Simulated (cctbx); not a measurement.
# Diagnosing a refinement

Cell a = 5.1530 Å, b = 5.1530 Å, c = 8.4910 Å, α = 90.00°, β = 90.00°, γ = 120.00°; space group P6_3/mmc (no. 194). The compound is Ti2TlFe3.

The data are simulated with cctbx, not measured: Mo Kα, λ = 0.71073 Å, to d = 0.65 Å, 95 % of the full sphere, strongest reflection 20000 counts, noise from counting, a 6 % proportional error and a noise floor of 4 counts (s.d.); no absorption.

An anisotropic refinement with weights 1/σ² prints:

```text
Rint 0.049, 169 unique reflections to 0.65 A
cycle     R1     wR2    GooF  max shift (A)
   1  0.2576  0.5656  25.421   0.00457
   2  0.2647  0.5228  23.497   0.00002
final R1 0.2646 wR2 0.5228 GooF 23.497  parameters 6  data/parameter 28.2
atom        x        y        z      Ueq    occ   su(xyz)  su(Uiso or U11)
Tl1    0.00000  0.00000  0.50000   0.0070  1.000  0.00000  0.0021
Fe1    0.66236  0.83118  0.75000   0.0103  1.000  0.00312  0.0051
difference map: max 111.50 min -11.15 rms 6.36
Q1    0.0000  0.0000  0.0000    2  111.50  0.00 A from Tl1
Q2    0.3333  0.6667  0.0594    4  103.10  3.01 A from Fe1
Q3    0.1700  0.3399  0.7500    6   36.86  0.01 A from Fe1
Q4    0.3333  0.6667  0.1612    4    9.04  2.68 A from Fe1
Q5    0.3333  0.6667  0.5513    4    8.28  2.24 A from Fe1
Q6    0.3333  0.6667  0.7500    2    4.06  1.47 A from Fe1
```

**Question.** Can this result stand? If not, what is the likely fault?

Mend it. The fault: an atom left out, Ti at (2/3, 1/3, 0.9415). Against the right model at the same level, R1 goes from 0.0094 to 0.2646 and GooF from 0.96 to 23.50, U of Tl1 shrinks from 0.0149 to 0.0070 Å² and the top difference peak, 111.5 e/Å³, lies on Tl1. Q2 is the missing atom. With scattering power missing, scale and phases suffer, so peaks may also grow on the heavy atoms.

The compound is Ti2TlFe3. The right model at the same level gives:

```text
Rint 0.049, 169 unique reflections to 0.65 A
cycle     R1     wR2    GooF  max shift (A)
   1  0.0211  0.0607   2.755   0.00305
   2  0.0094  0.0213   0.965   0.00000
final R1 0.0094 wR2 0.0213 GooF 0.965  parameters 9  data/parameter 18.8
atom        x        y        z      Ueq    occ   su(xyz)  su(Uiso or U11)
Tl1    0.00000  0.00000  0.50000   0.0149  1.000  0.00000  0.0001
Fe1    0.66122  0.83061  0.75000   0.0156  1.000  0.00010  0.0002
Ti1    0.66667  0.33333  0.94153   0.0227  1.000  0.00009  0.0002
difference map: max 0.51 min -1.03 rms 0.15
Q1    0.3333  0.6667  0.5645    4    0.58  1.04 A from Ti1
Q2    0.0339  0.2146  0.6143   24    0.43  1.33 A from Fe1
Q3    0.0604  0.1207  0.1381   12    0.43  1.29 A from Tl1
Q4    0.9860  0.3573  0.1548   24    0.43  1.21 A from Fe1
Q5    0.1111  0.5555  0.2500    6    0.41  1.78 A from Fe1
Q6    0.1840  0.3680  0.2500    6    0.35  1.58 A from Fe1
```

Isotropic U is held between 0.0001 and 1 Å² by the program, and listed peak heights are interpolated, so they can pass the grid's maximum.

This is a model crystal, built by substitution and not relaxed, with assumed displacement parameters.

[Middle refinement cycles are left out of these outputs.]

[Logs are printed without paths, hosts, clocks, repeated set-up lines and the standing remarks that a program may print on its own settings, such as how far it seeks lower states.]
